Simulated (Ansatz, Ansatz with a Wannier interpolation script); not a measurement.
# G0W0 band structure of ThTi2O6 (C2/m), part 2 of 2

G0W0 gives levels on a mesh alone; what do the bands of ThTi2O6 (C2/m) look like between the points?

Ansatz 0.2.0; LDA, Wannier functions and G0W0, plane waves, PAW. Known limits of the many-body steps: not at the basis limit; f levels unsure; no spin-orbit coupling; coarse k mesh.

So far. Step 3 (Wannier functions (O:2p Th:5f Ti:3d) on 8×8×4): Near the gap the model misses directly solved bands by 0.4 meV r.m.s. and by 6 meV at most in the window tested. This tests the starting bands, not the corrections carried with them. Step 4 (G0W0 at every point of the mesh: 4×4×2 mesh, 482 empty …): The gap on the mesh goes from 2.98 eV to 4.83 eV, a correction of +1.85 eV.

## Step 5: Interpolating the corrections

A script adds the corrections, carried to the Wannier functions and back, to the LDA levels, along the path and on a 13×13×9 mesh.

| Property | Result |
| --- | --- |
| G0W0 gap over the zone | 4.801 eV |
| conduction bottom at | M_2 |
| starting gap over the zone | 2.954 eV |
| least direct G0W0 gap | 5.052 eV |
| G0W0 gap on the mesh | 4.827 eV |
| valence width, start | 4.455 eV |
| valence width, G0W0 | 4.460 eV |
| gap by a rigid shift | 4.799 eV |

Levels solved directly plus the interpolated quasiparticle correction. Limits: finite bands, cutoff and mesh; f levels unsure; no spin-orbit coupling; coarse k mesh. Quasiparticle bands along the path, in eV, zero at the valence-band top of each set:

```
     point  band 33  band 34  band 35  band 36  band 37  band 38  band 39  band 40
         Γ    -0.93    -0.65    -0.20     0.00     5.06     5.18     5.58     5.89
   halfway    -0.98    -0.46    -0.20    -0.07     5.26     5.38     5.56     5.78
         C    -0.88    -0.74    -0.40    -0.13     5.39     5.43     5.56     5.88
jump to C2    -0.88    -0.74    -0.40    -0.13     5.39     5.43     5.56     5.88
   halfway    -0.69    -0.66    -0.20    -0.08     5.15     5.33     5.67     5.69
        Y2    -0.82    -0.64    -0.59    -0.14     5.12     5.17     5.62     5.85
   halfway    -0.76    -0.68    -0.33    -0.26     4.87     5.37     5.73     5.85
         Γ    -0.93    -0.65    -0.20     0.00     5.06     5.18     5.58     5.89
   halfway    -0.92    -0.76    -0.53    -0.21     4.90     5.29     5.72     5.86
        M2    -1.25    -0.94    -0.44    -0.23     4.83     5.27     5.74     5.85
   halfway    -1.17    -1.09    -0.69    -0.28     5.18     5.32     5.67     5.71
         D    -0.97    -0.86    -0.59    -0.39     5.50     5.54     5.86     5.88
jump to D2    -0.97    -0.86    -0.59    -0.39     5.50     5.54     5.86     5.88
   halfway    -1.06    -0.65    -0.53    -0.30     5.41     5.42     5.62     5.72
         A    -0.83    -0.76    -0.72    -0.23     4.92     5.41     5.76     5.87
   halfway    -0.86    -0.71    -0.43    -0.23     4.97     5.32     5.66     5.88
         Γ    -0.93    -0.65    -0.20     0.00     5.06     5.18     5.58     5.89
jump to L2    -1.13    -0.90    -0.39    -0.29     5.51     5.53     5.75     5.85
   halfway    -0.99    -0.50    -0.39    -0.19     5.26     5.36     5.62     5.70
         Γ    -0.93    -0.65    -0.20     0.00     5.06     5.18     5.58     5.89
   halfway    -0.95    -0.50    -0.36     0.00     5.31     5.37     5.53     5.67
        V2    -0.74    -0.59    -0.48    -0.15     5.35     5.42     5.74     5.97
```

The same for LDA:

```
point  band 33  band 34  band 35  band 36  band 37  band 38  band 39  band 40
    Γ    -0.80    -0.64    -0.27    -0.03     3.19     3.30     3.72     3.96
    C    -0.81    -0.67    -0.38    -0.15     3.49     3.52     3.71     3.99
   C2    -0.81    -0.67    -0.38    -0.15     3.49     3.52     3.71     3.99
   Y2    -0.83    -0.62    -0.50    -0.16     3.24     3.33     3.77     3.90
    Γ    -0.80    -0.64    -0.27    -0.03     3.19     3.30     3.72     3.96
   M2    -1.20    -0.87    -0.40    -0.29     2.98     3.42     3.84     3.96
    D    -0.91    -0.81    -0.52    -0.42     3.57     3.68     3.93     3.99
   D2    -0.91    -0.81    -0.52    -0.42     3.57     3.68     3.93     3.99
    A    -0.83    -0.75    -0.67    -0.21     3.05     3.48     3.88     3.90
    Γ    -0.80    -0.64    -0.27    -0.03     3.19     3.30     3.72     3.96
   L2    -1.05    -0.80    -0.36    -0.31     3.60     3.64     3.87     4.04
    Γ    -0.80    -0.64    -0.27    -0.03     3.19     3.30     3.72     3.96
   V2    -0.74    -0.54    -0.47    -0.18     3.46     3.48     3.85     4.14
```

Minima of the lowest conduction band, from levels solved directly at the displaced points, plus the interpolated correction; masses are left empty at degenerate points, on flat bands and where the interpolated correction rules the curvature; G0W0 masses are rough. Conduction valleys, by row:

```
point  k (reciprocal lattice)  valleys in the zone  G0W0 level above the valence top (eV)  LDA level above the valence top (eV)  G0W0 principal masses (m_e)  LDA principal masses (m_e)
  M_2    -0.500 -0.500 -0.500                    1                                  4.801                                 2.954           1.158 1.302 20.447          1.092 1.325 16.272
    A       0.001 0.001 0.498                    1                                  4.895                                 3.025                            -                           -
    -      -0.161 0.161 0.000                    2                                   5.23                                 3.329            1.300 3.732 5.782           1.222 3.823 6.306
```

Second differences of levels solved directly at the displaced points, plus the interpolated correction, at the quasiparticle band edges; no spin-orbit coupling; left empty where the band is flat or the interpolated correction rules the curvature. Effective masses, by row:

```
 carrier              point  Cartesian direction  band  LDA mass (m_e)  G0W0 mass (m_e)
    hole  0.328 0.072 0.063                  100    36           2.026            2.018
    hole  0.328 0.072 0.063                  010    36            0.95            0.954
    hole  0.328 0.072 0.063                  001    36           1.097            1.021
    hole  0.328 0.072 0.063                  110    36           1.406            1.486
    hole  0.328 0.072 0.063                  111    36            2.82            3.395
electron                M_2                  100    37           2.877            3.043
electron                M_2                  010    37           1.086            1.152
electron                M_2                  001    37           2.138            2.053
electron                M_2                  110    37           1.585             1.68
electron                M_2                  111    37           1.239            1.256
```

Wannier model on a dense mesh, Gaussian width 0.15 eV. Limits: finite bands, cutoff and mesh; f levels unsure; no spin-orbit coupling; coarse k mesh. The density of states by energy, zero at the valence-band top of each set; read off at these points; values in states/eV/cell:

```
energy (eV)     G0W0     LDA
      -5.00        0       0
      -4.50     1.29    1.28
      -4.00     9.25    8.38
      -3.50     10.0    9.21
      -3.40     10.8    10.4
      -3.00     7.27    7.66
      -2.50     6.44    6.54
      -2.00     8.62    7.86
      -1.50     8.05    7.85
      -1.00     9.67    10.3
      -0.90     9.77    10.4
      -0.50     8.60    9.83
       0.00     1.34    1.34
       0.50        0       0
       1.00        0       0
       1.50        0       0
       2.00        0       0
       2.50        0       0
       3.00        0    1.24
       3.50        0    10.2
       4.00        0    13.2
       4.50  0.00168   0.802
       5.00     2.65  0.0822
       5.50     9.27    14.2
       5.60     10.3    15.4
       5.90     13.7    11.5
       6.00     11.8    12.0
       6.50   0.0445    9.05
       7.00   0.0111    8.58
       7.50     3.70    1.11
```

Corrections by starting level (eV, on the run's own energy scale, so only their differences matter):

```
start  correction
-4.43       −0.30
-3.93       −0.30
-3.51       −0.36
-3.19       −0.39
-2.82       −0.36
-2.26       −0.43
-1.80       −0.30
-1.51       −0.37
-1.09       −0.37
-0.82       −0.29
-0.44       −0.32
-0.01       −0.30
 3.19       +1.58
 3.53       +1.61
 3.96       +1.58
 4.21       +1.58
 5.87       +1.16
```

## Step 6: LDA+SOC bands, for comparison

Spin-orbit coupling can split or shift the edges; a non-collinear run measures by how much.

This step: DFT, LDA with spin-orbit coupling, plane waves, PAW; PAW set soft_1.

input.yaml reads:

```yaml
crystal:
  lattice:
    - [4.911, -1.912, 0.0]
    - [4.911, 1.912, 0.0]
    - [-3.3939224909, 0.0, 6.1633258981]
  atoms:
    - { symbol: Th, position: [0.0, 0.0, 0.0] }
    - { symbol: Ti, position: [0.8229617946, 0.8229617946, 0.3951004304] }
    - { symbol: Ti, position: [0.1770382054, 0.1770382054, 0.6048995696] }
    - { symbol: O, position: [0.2777663644, 0.2777663644, 0.4049395257] }
    - { symbol: O, position: [0.7222336356, 0.7222336356, 0.5950604743] }
    - { symbol: O, position: [0.9753566012, 0.9753566012, 0.3117359405] }
    - { symbol: O, position: [0.0246433988, 0.0246433988, 0.6882640595] }
    - { symbol: O, position: [0.6536963476, 0.6536963476, 0.1146411411] }
    - { symbol: O, position: [0.3463036524, 0.3463036524, 0.8853588589] }
kpoints:
  mp_grid: { grid: [4, 4, 2] }
  band_path:
    path:
      - [[0.0, 0.0, 0.0], [-0.29938526, 0.29938526, 0.0]]
      - [[-0.70061474, -0.29938526, 0.0], [-0.5, -0.5, 0.0], [0.0, 0.0, 0.0], [-0.5, -0.5, 0.5], [-0.73386902, -0.26613098, 0.5]]
      - [[-0.26613098, 0.26613098, 0.5], [0.0, 0.0, 0.5], [0.0, 0.0, 0.0]]
      - [[-0.5, 0.0, 0.5], [0.0, 0.0, 0.0], [-0.5, 0.0, 0.0]]
    npoints: 10
hamiltonian:
  xc: lda
  pseudopotentials: { kind: paw_fr, azcp: { folder: soft_1 }, xc_functional: pbe }
scf:
  occupations: { method: fermi_dirac, width: 0.02 }
  n_extra_bands: 14
magnetization:
  noncollinear: true
  spin_orbit: true
output:
  eigenvalues: true
```

Run with:

```console
ansatz run input.yaml --threads 4 --pin off --max-ram 18432MiB --backend cpu --events-out ev --progress --plain --runs-dir out
```

Wall time 56 s (4 threads of Arm Neoverse V2, shared host); peak memory 1.5 GiB; 3.7 min of CPU time.

Numbers from this step:

| Property | Result |
| --- | --- |
| filled bands | 72 |
| gap | 2.906 eV |
| valence top at | k = (0.000, 0.250, 0.000) |
| conduction bottom at | M_2 |
| least direct gap | 3.084 eV |

The gap stands −0.07 eV against LDA.

The electronic bands at the labelled points (eV, zero at the top of the highest nominally filled band):

```
     point  band 69  band 70  band 71  band 72  band 73  band 74  band 75  band 76
         Γ    -0.39    -0.39    -0.01    -0.01     3.12     3.12     3.23     3.23
   halfway    -0.32    -0.32    -0.04    -0.04     3.29     3.29     3.41     3.41
         C    -0.45    -0.45    -0.15    -0.15     3.42     3.42     3.45     3.45
jump to C2    -0.45    -0.45    -0.15    -0.15     3.42     3.42     3.45     3.45
   halfway    -0.30    -0.30    -0.06    -0.06     3.24     3.24     3.39     3.39
        Y2    -0.57    -0.57    -0.17    -0.17     3.17     3.17     3.26     3.26
   halfway    -0.49    -0.49    -0.18    -0.18     2.95     2.95     3.41     3.41
         Γ    -0.39    -0.39    -0.01    -0.01     3.12     3.12     3.23     3.23
   halfway    -0.56    -0.56    -0.29    -0.29     2.98     2.98     3.35     3.35
        M2    -0.49    -0.49    -0.31    -0.31     2.91     2.91     3.35     3.35
   halfway    -0.73    -0.73    -0.28    -0.28     3.26     3.26     3.36     3.36
         D    -0.64    -0.64    -0.38    -0.38     3.50     3.50     3.61     3.61
jump to D2    -0.64    -0.64    -0.38    -0.38     3.50     3.50     3.61     3.61
   halfway    -0.56    -0.56    -0.31    -0.31     3.42     3.42     3.45     3.45
         A    -0.70    -0.70    -0.20    -0.20     2.98     2.98     3.41     3.41
   halfway    -0.52    -0.52    -0.21    -0.21     3.03     3.03     3.34     3.34
         Γ    -0.39    -0.39    -0.01    -0.01     3.12     3.12     3.23     3.23
jump to L2    -0.43    -0.43    -0.34    -0.34     3.53     3.53     3.57     3.57
   halfway    -0.47    -0.47    -0.18    -0.18     3.31     3.31     3.40     3.40
         Γ    -0.39    -0.39    -0.01    -0.01     3.12     3.12     3.23     3.23
   halfway    -0.44    -0.44     0.00     0.00     3.34     3.34     3.39     3.39
        V2    -0.53    -0.53    -0.16    -0.16     3.39     3.39     3.42     3.42
```

## Step 7: Outcome

```json
{"LDA gap": "2.95 eV", "G0W0 gap over the zone": "4.80 eV, indirect", "least direct G0W0 gap, in the model": "5.05 eV", "with the spin-orbit change": "4.73 eV", "GW settings": "4×4×2 mesh, 482 empty bands, screening to 150 eV, PAW set soft_1 files", "known limits": "not at the basis limit; f levels unsure; no spin-orbit coupling; coarse k mesh"}
```

What this shows: The Wannier model follows the LDA bands to under 1 meV r.m.s. near the gap. The G0W0 gap over the zone is 4.80 eV, indirect, from k = (0.328, 0.072, 0.063) to M2; on the mesh alone it is 4.83 eV, and a rigid shift of the LDA bands would give 4.80 eV. The valence width in the model goes from 4.46 eV to 4.46 eV. At the band edge the lightest electron mass is 1.1 m_e at the start and 1.2 m_e in G0W0; the G0W0 masses rest on corrections from the 4×4×2 mesh alone and are rough. LDA+SOC gives a gap of 2.91 eV on the same path, a spin-orbit change of −0.07 eV that would bring the G0W0 gap to 4.73 eV. Bands and cutoff are finite, so the gap is not at the basis limit. The miss can reach some tenths of an eV and take either sign; the mesh is an error of its own. Above the frozen window of the model the interpolated levels need not meet the computed ones, even at points of the mesh. The 4×4×2 mesh is coarse for this cell (its supercell is 14 Å along the shortest edge). The RPA ε∞ on it, from the LDA start, is 5.11 and 5.58; such meshes misread the long-range screening, most where the gap is narrow. The compound holds f electrons or empty f levels, where one-shot G0W0 is unsure.

[Paths, hosts, dates, memory and timing lines, banners, echoed tables and standing remarks are left out of the program output.]

[Logs are printed without paths, hosts, clocks, repeated set-up lines and the standing remarks that a program may print on its own settings, such as how far it seeks lower states.]

[Runs of the session that timed out or met a known fault of the program may be left out.]

[Hosts, paths, dates, database ids (printed as entryN), source tags and the programs' standing remarks are cut or masked in the printed files.]
